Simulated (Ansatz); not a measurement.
# PtSe2 monolayer (2H): modes against uniaxial strain along a, the zigzag direction, with the width clamped, part 2 of 3

Wanted: the shifts of the zone-centre modes of PtSe2 monolayer (2H) with strain.

Ansatz 0.2.0; DFT PBE, scalar-relativistic, plane waves, PAW; PAW set soft_1.

So far: The structure; A rough relaxation first; Relaxation.

## Step 4: Tight relaxation

Phonons need small forces and stress, so the relaxation is finished with tight tolerances on 15×15×1 k points.

The input, input.yaml:

```yaml
crystal:
  lattice:
    - [3.6318837562, 0.0, 0.0]
    - [-1.8159418781, 3.1453035964, 0.0]
    - [0.0, 0.0, 30.46]
  atoms:
    - { symbol: Pt, position: [0.3333333333, 0.6666666667, 0.3282994091] }
    - { symbol: Se, position: [0.6666666667, 0.3333333333, 0.3767816303] }
    - { symbol: Se, position: [0.6666666667, 0.3333333333, 0.2798171878] }
  periodic: [true, true, false]
kpoints:
  mp_grid: { grid: [15, 15, 1] }
hamiltonian:
  xc: pbe
  pseudopotentials: { kind: paw, azcp: { folder: soft_1 } }
scf:
  occupations: { method: methfessel_paxton, width: 0.2 }
output:
  forces: true
  stress: true
  eigenvalues: true
  write_density: true
  write_potential: true
  elf: true
  volumetric_format: npy
relax:
  adjacent_minimum: "off"
  f_tol: 0.001
  max_steps: 60
  cell: { stress_2d_tol: 0.002 }
```

Started as:

```
$ ansatz run input.yaml --threads 4 --pin off --max-ram 16384MiB --backend cpu --events-out ev --progress --plain --runs-dir out
```

Numbers of over 12 decimals in the logs are rounded to 6 here.

Log:

```text
[...]
Crystal: 3 atoms, lattice volume = 347.956 Å³
Basis set: ecut = 420 eV, 6701 PW (Γ), exchange–correlation on 50×50×432 points (8 copies of the dense FFT grid, shifted against one another)
Bands: 30, of which v1, the nominal top of the filled ones, is band 25 counted from 1 (24 counted from 0)
Symmetry: 12 space group operations
[...]
° read free of the cell's end (the report's vacuum.weakly_bound_levels)
--- Relaxed structure (4 steps of the walk, 4 accepted, 1 SCFs on fresh bases) ---
[...]
cell:  # Å, volume = 348.6785 Å³
    - [3.635652, 0, 0]
    - [-1.817826, 3.148567, 0]
    - [0, 0, 30.46]
  atoms:
    - { symbol: Pt, position: [0.333333, 0.666667, 0.328299] }
    - { symbol: Se, position: [0.666667, 0.333333, 0.376669] }
    - { symbol: Se, position: [0.666667, 0.333333, 0.279930] }
[key lines of the parts left out:]
SCF converged after 8 iterations
Free energy (F): -23462.706953 eV
Fermi energy:    -4.714707 eV
P = ½ c Tr σ = -0.0001 N/m
```

Run time: 42 s. Hardware: 4 threads of Arm Neoverse V1, shared host; peak memory 0.77 GiB; 2.7 min of CPU time.

Step by step:

```csv
step,energy less that of the first step (eV),largest force component (eV/Å),volume (Å³)
1,0.0000,0.0126,347.96
2,0.0000,0.0070,348.33
3,0.0000,0.0023,348.54
4,0.0000,0.0000,348.68
5*,-0.0001,0.0000,348.68
```

Relaxation steps marked * repeat the geometry before them on a plane-wave basis chosen anew for their cell, so energy and pressure can jump there.

Forces are held to the 12 operations that the run works with; a distortion that breaks them can't arise in this run.

```csv
cell as run,before,after,change
a (Å),3.632,3.636,+0.1 %
b (Å),3.632,3.636,+0.1 %
```

Final coordinates:

```xyz
3
Lattice="3.6357 0.0000 0.0000 -1.8178 3.1486 0.0000 0.0000 0.0000 30.4600" Properties=species:S:1:pos:R:3
Pt    0.0000    2.0990   10.0000
Se    1.8178    1.0495   11.4733
Se    1.8178    1.0495    8.5267
```

This step gave:

```
area per atom : 3.816 Å²
```

Valence density in the ac plane at fractional y = 0.333, with atoms of Se within 0.2 Å of it. It is the smooth field of the valence electrons, not physical close to the nuclei.

Values in e/Å³, 24 rows by 14 columns, each cell a mean:
```
 0  0  0  0  0  0  0  0  0  0  0  0  0  0
 0  0  0  0  0  0  0  0  0  0  0  0  0  0
 0  0  0  0  0  0  0  0  0  0  0  0  0  0
 0  0  0  0  0  0  0  0  0  0  0  0  0  0
 0  0  0  0  0  0  0  0  0  0  0  0  0  0
 0  0  0  0  0  0  0  0  0  0  0  0  0  0
 0  0  0  0  0  0  0  0  0  0  0  0  0  0
 0  0  0  0  0  0  0  0  0  0  0  0  0  0
 0  0  0  0  0  0  0  0  0  0  0  0  0  0
 0  0  0  0  0  0  0  0  0  0  0  0  0  0
 0  0  0  0  0  0  0  0  0  0  0  0  0  0
 0  0  0  0  0  0  0  0  0  0  0  0  0  0
 0  0  0  0  0  0  0  0  0  0  0  0  0  0
 0  0  0  0  0  0  0  0  0  0  0  0  0  0
 0  0  0  0  0  0  1  2  8 17 12  3  1  0
 0  0  0  0  0  0  0  1  3  6  4  1  1  0
 0  0  0  0  0  0  0  1  2  3  3  1  0  0
 0  0  0  0  0  0  1  2  9 20 14  3  1  0
 0  0  0  0  0  0  0  0  0  0  0  0  0  0
 0  0  0  0  0  0  0  0  0  0  0  0  0  0
 0  0  0  0  0  0  0  0  0  0  0  0  0  0
 0  0  0  0  0  0  0  0  0  0  0  0  0  0
 0  0  0  0  0  0  0  0  0  0  0  0  0  0
 0  0  0  0  0  0  0  0  0  0  0  0  0  0
```
Columns run along a (3.6 Å), rows up along c (30.5 Å). Atoms in or near the plane, at fractional coordinates: Se at (0.67, 0.38), Se at (0.67, 0.28).

ELF in the ac plane at fractional y = 0.333, with atoms of Se within 0.2 Å of it. It is the smooth field of the valence electrons, not physical close to the nuclei.

Ten even steps from '0' (0.00) to '9' (0.78), each cell a mean:
```
00000000000000
00000000000000
00000000000000
00000000000000
00000000000000
00000000000000
00000000000000
00000000000000
00000000000000
00000000000000
00000000000000
00000000000000
00000000000000
10001256777653
62114899877999
43334566655666
43334566555665
62124899766899
20001357888764
00000000000000
00000000000000
00000000000000
00000000000000
00000000000000
```
Columns run along a (3.6 Å), rows up along c (30.5 Å). Atoms in or near the plane, at fractional coordinates: Se at (0.67, 0.38), Se at (0.67, 0.28).

Electrostatic potential energy in the ac plane at fractional y = 0.333, with atoms of Se within 0.2 Å of it. With pseudopotentials it is smooth inside the atoms' cores, unlike the true potential.

Ten even steps from '_' (-16 eV) to '@' (0 eV), each cell a mean:
```
@@@@@@@@@@@@@@@@@@@@@@@@@@@@
@@@@@@@@@@@@@@@@@@@@@@@@@@@@
@@@@@@@@@@@@@@@@@@@@@@@@@@@@
@@@@@@@@@@@@@@@@@@@@@@@@@@@@
@@@@@@@@@@@@@@@@@@@@@@@@@@@@
@@@@@@@@@@@@@@@@@@@@@@@@@@@@
@@@@@@@@@@@@@@@@@@@@@@@@@@@@
@@@@@@@@@@@@@@@@@@@@@@@@@@@@
@@@@@@@@@@@@@@@@@@@@@@@@@@@@
@@@@@@@@@@@@@@@@@@@@@@@@@@@@
@@@@@@@@@@@@@@@@@@@@@@@@@@@@
@@@@@@@@@@@@@@@@@@@@@@@@@@@@
@@@@@@@@@@@@@@@@@@@@@@@@@@@@
@@@@@@@@@@@@@@@@@@@@@@@@@@@@
##%%@@@@%%**..__--====....==
****++++**++--::::--::..::++
**++++++++++==::::--::::--++
##%%@@%%%%++..__--++==____--
@@@@@@@@@@@@@@@@%%%%%%%%@@@@
@@@@@@@@@@@@@@@@@@@@@@@@@@@@
@@@@@@@@@@@@@@@@@@@@@@@@@@@@
@@@@@@@@@@@@@@@@@@@@@@@@@@@@
@@@@@@@@@@@@@@@@@@@@@@@@@@@@
@@@@@@@@@@@@@@@@@@@@@@@@@@@@
```
Columns run along a (3.6 Å; values clipped at the 3rd and 97th percentile), rows up along c (30.5 Å). Atoms in or near the plane, at fractional coordinates: Se at (0.67, 0.38), Se at (0.67, 0.28).

The largest force component left is 0.043 meV/Å, within the tolerances set.

## Step 5: Zone-centre response at rest

Phonons follow from the second derivative of the energy, found here by linear response.

The modes at rest are the reference of the series.

input.yaml, the sections that differ from step 4:

```yaml
crystal:
  lattice:
    - [3.6356522759, 0.0, 0.0]
    - [-1.817826138, 3.1485672303, 0.0]
    - [0.0, 0.0, 30.46]
  atoms:
    - { symbol: Pt, position: [0.3333333333, 0.6666666667, 0.3282994091] }
    - { symbol: Se, position: [0.6666666667, 0.3333333333, 0.3766691291] }
    - { symbol: Se, position: [0.6666666667, 0.3333333333, 0.279929689] }
  periodic: [true, true, false]
output:
  eigenvalues: true
phonons:
  method: dfpt
# kpoints, hamiltonian, scf: as in step 4
# relax: removed
```

Log:

```text
Warning: crystal.symmetry: narrowed to the stabiliser of the run's FFT grids — unitary ops 12 → 6. A phonons.method: dfpt run fills in the rows of the dynamical matrix that it does not solve by its symmetry operations, which is exact only for operations that map its FFT grids onto themselves: filled in by any other, the frequencies could depend on the order in which like atoms are typed, or, by more than the grids' own error, on where the crystal sits among the grids' points. Excluded: 6 operations. The run can therefore solve more perturbations, solve them on more k-points, or both, and cost more. [rest of the remark cut]
[...]
Crystal: 3 atoms, lattice volume = 348.679 Å³
Basis set: ecut = 420 eV, 6725 PW (Γ), exchange–correlation on 50×50×432 points (8 copies of the dense FFT grid, shifted against one another)
Bands: 30, of which v1, the nominal top of the filled ones, is band 25 counted from 1 (24 counted from 0)
Symmetry: 12 space group operations
k-points: 64 of 225 (irreducible under 2 space group operations, time reversal used)
[...]
SCF iter   1: F=—  HF=-23463.254534 eV  |F-HF|=—  |Δ(HF+E_count)|=         —  Δρ=2.84e-2  dr2=3.07e0  ethr=3.10e-3  ⟨swp⟩=11.8  Hψ=11098  notcnv=0
[...]
SCF iter  11: F=-23462.706953 eV  HF=-23462.706953 eV  |F-HF|=0.00e0  |Δ(HF+E_count)|=  5.57e-10  S|Δr|=    0.00e0  Δρ=2.19e-8  dr2=2.06e-12  ethr=1.00e-12  ⟨swp⟩=14.8  Hψ=13561  notcnv=0
SCF 1 converged in 11 iterations: F = -23462.706953 eV  dr2 = 2.06e-12
[...]
DFPT response loops at Γ: preconditioner auto → none (partly filled bands, converged f_vac=0.781); β = 0.50; Broyden in place of MSR1
SCF converged after 11 iterations
[...]
Free energy (F): -23462.706953 eV
[...]
Internal energy: -23462.707131 eV  (E = F + TS)
E sigma→0 (E₀):  -23462.706997 eV
Entropy (-TS):   0.000178 eV (0.059 meV/atom)
Fermi energy:    -4.714706 eV
Step filling:    the computed levels leave a gap of 0.0000 eV = 0.0 smearing widths at the electron count; against every level under it full and every level over it empty, smearing changes F+E_penalty+E_count by +1.022 meV and its σ→0 estimate by +0.978 meV
[...]
--- Band table (eV; the first three rows and the last of 64) ---
  k-point 0: bands = [... 21 lower, -7.2340, -6.2244, -4.1468, -4.1468, -3.9226, -3.9226, -2.0985, -0.4090, ... 1 higher]
  k-point 1: bands = [... 21 lower, -7.2844, -6.1656, -4.3402, -4.1725, -4.1035, -4.0250, -1.7904 (-1.7904°), -0.3298, ... 1 higher]
  k-point 2: bands = [... 21 lower, -7.4355, -6.0645, -4.7251, -4.6465, -4.3037, -3.9870, -1.1795 (-1.1795°), -0.1227, ... 1 higher]
  k-point 63: bands = [... 21 lower, -8.1281, -7.2270, -6.8778, -5.6041, -4.4089, -3.4877, -0.4292, 1.4510, ... 1 higher]
  ° read free of the cell's end (the report's vacuum.weakly_bound_levels)
--- Phonons (Γ-DFPT): 6 representative perturbations + reference, on 64 of 225 k-points (Σ response iterations 34) ---
  ASR residual: 3.510e-5 → 0.000e0 eV/Å²; symmetrization residual: 1.762e-4 eV/Å²
  The last average, over the group as it would stand without the narrowing to the FFT grids, took up to 6.635e-6 eV/Å² of the zone centre's force constants
  ASR residual per site (eV/Å²): 3.51e-5 2.64e-5 9.10e-6
  Γ frequencies (cm⁻¹): 0.00 0.00 0.00 102.42 102.42 106.60 106.60 130.23 192.04
  non-analytic LO–TO correction: not included (Born effective charges unavailable; polar crystals: no LO–TO splitting at Γ)
```

Elapsed: 3.4 min, on 4 threads; peak memory 2.3 GiB; 13 min of CPU time.

Numbers from this step:

| Item | Value |
| --- | --- |
| sum-rule residual before enforcement | 3.51e-5 eV/Å² |
| point group | -6m2 |
| highest optical mode at the zone centre (no LO-TO term) | 192.0 cm⁻¹ |
| lowest optical zone-centre mode | 102.4 cm⁻¹ |

Patterns of degenerate modes are one choice out of their space. The modes at Γ (shares of kinetic energy by element, %):

```csv
mode,frequency (cm⁻¹),symmetry,Pt %,Se %
1,0.0,acoustic,55,45
2,0.0,acoustic,55,45
3,0.0,acoustic,55,45
4,102.4,E'',0,100
5,102.4,E'',0,100
6,106.6,E',45,55
7,106.6,E',45,55
8,130.2,A2'',45,55
9,192.0,A1',0,100
```

Displacements in mode 5 (102.4 cm⁻¹), the largest set to 1:
```
Pt1  0.00  0.00  0.00
Se2  0.35  1.00  0.00
Se3 -0.35 -1.00  0.00
```

Displacements in mode 7 (106.6 cm⁻¹), the largest set to 1:
```
Pt1  0.00  0.81  0.00
Se2  0.00 -1.00  0.00
Se3  0.00 -1.00  0.00
```

Before it was imposed, the acoustic sum rule was missed by 3.5e-5 eV/Å². Small misses are needed for a sound result but don't prove that mesh and cutoff are converged. The lowest optical mode is real, 102 cm⁻¹.

## Step 6: Relaxation of a member: uniaxial strain of +5 % along a, the zigzag direction, with the width clamped

The cell takes a uniaxial strain of +5 % along a, the zigzag direction, with the width clamped. The cell is held, and the atoms relax in it.

input.yaml, the sections that differ from step 5:

```yaml
crystal:
  lattice:
    - [3.8174348899, 0.0, 0.0]
    - [-1.9087174449, 3.1485672303, 0.0]
    - [0.0, 0.0, 30.46]
  atoms:
    - { symbol: Pt, position: [0.3262644751, 0.6525289502, 0.3282994091] }
    - { symbol: Se, position: [0.6702010958, 0.3404021917, 0.3751948214] }
    - { symbol: Se, position: [0.6702010958, 0.3404021917, 0.2814039968] }
  periodic: [true, true, false]
output:
  forces: true
  stress: true
  eigenvalues: true
relax:
  adjacent_minimum: "off"
  f_tol: 0.001
  max_steps: 60
# kpoints, hamiltonian, scf: as in step 5
# phonons: removed
```

Log:

```text
[...]
F+E_penalty+E_count = -23462.67562820 eV   max|allowed force component| = 1.994e-4 eV/Å
  cell:  # Å, volume = 366.1125 Å³
    - [3.8174348899, -3.031096256925558e-11, 0.0]
    - [-1.908717444925, 3.148567, 0.0]
    - [0.0, 0.0, 30.46]
  atoms:
    - { symbol: Pt, position: [0.324740, 0.649480, 0.3282994091] }
    - { symbol: Se, position: [0.670963, 0.341927, 0.374819] }
    - { symbol: Se, position: [0.670963, 0.341927, 0.281780] }
[key lines of the parts left out:]
SCF converged after 3 iterations
Free energy (F): -23462.675628 eV
Fermi energy:    -4.636607 eV
P = ½ c Tr σ = -1.1649 N/m
```

Run time: 87 s. Hardware: 4 threads; peak memory 1.1 GiB; 5.7 min of CPU time.

Step by step:

```csv
step,energy less that of the first step (eV),largest force component (eV/Å)
1,0.0000,0.1138
2,-0.0010,0.0688
3,-0.0015,0.0288
4,-0.0016,0.0105
5,-0.0017,0.0002
6,-0.0017,0.0002
```

Forces are held to the 4 operations that the run works with; a distortion that breaks them can't arise in this run.

The atoms that moved most (Å):

```csv
atom,dx,dy,dz,length
Se2,0.000,0.005,-0.011,0.012
Se3,0.000,0.005,0.011,0.012
Pt1,0.000,-0.010,0.000,0.010
```

Final coordinates:

```xyz
3
Lattice="3.8174 0.0000 0.0000 -1.9087 3.1486 0.0000 0.0000 0.0000 30.4600" Properties=species:S:1:pos:R:3
Pt    0.0000    2.0449   10.0000
Se    1.9087    1.0766   11.4170
Se    1.9087    1.0766    8.5830
```

This step gave:

| Property | Result |
| --- | --- |
| area per atom | 4.006 Å² |

The largest force component left is 0.20 meV/Å.

## Step 7: Zone-centre modes of the member: uniaxial strain of +5 % along a, the zigzag direction, with the width clamped

The zone-centre modes follow for uniaxial strain of +5 % along a, the zigzag direction, with the width clamped.

input.yaml, the sections that differ from step 6:

```yaml
crystal:
  lattice:
    - [3.8174348899, 0.0, 0.0]
    - [-1.9087174449, 3.1485672303, 0.0]
    - [0.0, 0.0, 30.46]
  atoms:
    - { symbol: Pt, position: [0.3247398217, 0.6494796434, 0.3282994091] }
    - { symbol: Se, position: [0.6709634225, 0.3419268451, 0.3748190147] }
    - { symbol: Se, position: [0.6709634225, 0.3419268451, 0.2817798035] }
  periodic: [true, true, false]
output:
  eigenvalues: true
phonons:
  method: dfpt
# kpoints, hamiltonian, scf: as in step 6
# relax: removed
```

Log:

```text
[...]
Crystal: 3 atoms, lattice volume = 366.112 Å³
Basis set: ecut = 420 eV, 7153 PW (Γ), exchange–correlation on 54×54×432 points (8 copies of the dense FFT grid, shifted against one another)
Bands: 30, of which v1, the nominal top of the filled ones, is band 25 counted from 1 (24 counted from 0)
Symmetry: 4 space group operations
k-points: 64 of 225 (irreducible under 2 space group operations, time reversal used)
[...]
SCF iter   1: F=—  HF=-23463.181100 eV  |F-HF|=—  |Δ(HF+E_count)|=         —  Δρ=2.70e-2  dr2=2.88e0  ethr=3.10e-3  ⟨swp⟩=11.4  Hψ=10915  notcnv=0
[...]
SCF iter  12: F=-23462.675628 eV  HF=-23462.675628 eV  |F-HF|=5.82e-11  |Δ(HF+E_count)|=  5.93e-10  S|Δr|=    0.00e0  Δρ=1.78e-8  dr2=1.31e-12  ethr=1.00e-12  ⟨swp⟩=15.0  Hψ=13631  notcnv=0
SCF 1 converged in 12 iterations: F = -23462.675628 eV  dr2 = 1.31e-12
[...]
SCF converged after 12 iterations
[...]
Free energy (F): -23462.675628 eV
[...]
Internal energy: -23462.673504 eV  (E = F + TS)
E sigma→0 (E₀):  -23462.675097 eV
Entropy (-TS):   -0.002124 eV (-0.708 meV/atom)
Fermi energy:    -4.636577 eV
[...]
--- Band table (eV; the first three rows and the last of 64) ---
  k-point 0: bands = [... 21 lower, -6.9939, -5.7795, -4.2853, -4.2136, -4.0367, -3.7943, -2.3694, -0.4501, ... 1 higher]
  k-point 1: bands = [... 21 lower, -7.0397, -5.7287, -4.4609, -4.3104, -4.0319, -3.9966, -2.0555, -0.3872, ... 1 higher]
  k-point 2: bands = [... 21 lower, -7.1759, -5.6582, -4.7908, -4.5735, -4.4701, -3.8890, -1.4429 (-1.4429°), -0.2049, ... 1 higher]
  k-point 63: bands = [... 21 lower, -8.0298, -7.1054, -6.9809, -5.5444, -4.3170, -3.4398, -0.2474, 1.3395, ... 1 higher]
  ° read free of the cell's end (the report's vacuum.weakly_bound_levels)
[...]
ASR residual: 5.167e-5 → 0.000e0 eV/Å²; symmetrization residual: 2.133e-5 eV/Å²
[...]
ASR residual per site (eV/Å²): 5.17e-5 1.48e-5 1.53e-5
  Γ frequencies (cm⁻¹): 0.00 0.00 0.00 86.03 97.35 100.32 107.49 126.94 188.92
[...]
```

It took 4.6 min on 4 threads; peak memory 2.4 GiB.

This step gave:

```yaml
sum_rule_residual_before_enforcement: 5.17e-5 eV/Å²
point_group: mm2
highest_optical_mode_at_the_zone_centre_no_lo_to_term: 188.9 cm⁻¹
lowest_optical_zone_centre_mode: 86.03 cm⁻¹
```

Patterns of degenerate modes are one choice out of their space. The modes at Γ (shares of kinetic energy by element, %):

```csv
mode,frequency (cm⁻¹),symmetry,Pt %,Se %
1,0.0,acoustic,55,45
2,0.0,acoustic,55,45
3,0.0,acoustic,55,45
4,86.0,B1,13,87
5,97.3,B2,45,55
6,100.3,A2,0,100
7,107.5,A1,45,55
8,126.9,B1,32,68
9,188.9,A1,0,100
```

The lowest optical mode is real, 86.0 cm⁻¹, and the highest lies at 188.9 cm⁻¹.

## Step 8: Relaxation of a member: uniaxial strain of -3 % along a, the zigzag direction, with the width clamped

The cell takes a uniaxial strain of -3 % along a, the zigzag direction, with the width clamped. The cell is held, and the atoms relax in it.

input.yaml, the sections that differ from step 7:

```yaml
crystal:
  lattice:
    - [3.5265827076, 0.0, 0.0]
    - [-1.7632913538, 3.1485672303, 0.0]
    - [0.0, 0.0, 30.46]
  atoms:
    - { symbol: Pt, position: [0.3367511687, 0.6735023374, 0.3282994091] }
    - { symbol: Se, position: [0.664957749, 0.3299154979, 0.3773649959] }
    - { symbol: Se, position: [0.664957749, 0.3299154979, 0.2792338222] }
  periodic: [true, true, false]
output:
  forces: true
  stress: true
  eigenvalues: true
relax:
  adjacent_minimum: "off"
  f_tol: 0.001
  max_steps: 60
# kpoints, hamiltonian, scf: as in step 7
# phonons: removed
```

Log:

```text
[...]
Crystal: 3 atoms, lattice volume = 338.218 Å³
Basis set: ecut = 420 eV, 6519 PW (Γ), exchange–correlation on 48×50×432 points (8 copies of the dense FFT grid, shifted against one another)
Bands: 30, of which v1, the nominal top of the filled ones, is band 25 counted from 1 (24 counted from 0)
Symmetry: 4 space group operations
[...]
--- Relaxed structure (6 steps of the walk, 6 accepted, 0 SCFs on fresh bases) ---
  F+E_penalty+E_count = -23462.69376454 eV   max|allowed force component| = 5.806e-6 eV/Å
  cell:  # Å, volume = 338.2182 Å³
    - [3.5265827076, 0.0, 0.0]
    - [-1.7632913538, 3.1485672303, 0.0]
    - [0.0, 0.0, 30.46]
  atoms:
    - { symbol: Pt, position: [0.338270, 0.676539, 0.328299] }
    - { symbol: Se, position: [0.664199, 0.328397, 0.377704] }
    - { symbol: Se, position: [0.664199, 0.328397, 0.278895] }
[key lines of the parts left out:]
SCF converged after 4 iterations
Free energy (F): -23462.693765 eV
Fermi energy:    -4.732189 eV
P = ½ c Tr σ = 0.9482 N/m
```

It took 86 s on 4 threads; peak memory 0.99 GiB; 5.6 min of CPU time.

[end of part 2 of 3]

[Logs are printed without paths, hosts, clocks, repeated set-up lines and the standing remarks that a program may print on its own settings, such as how far it seeks lower states.]

[Hosts, paths, dates, database ids (printed as entryN), source tags and the programs' standing remarks are cut or masked in the printed files.]
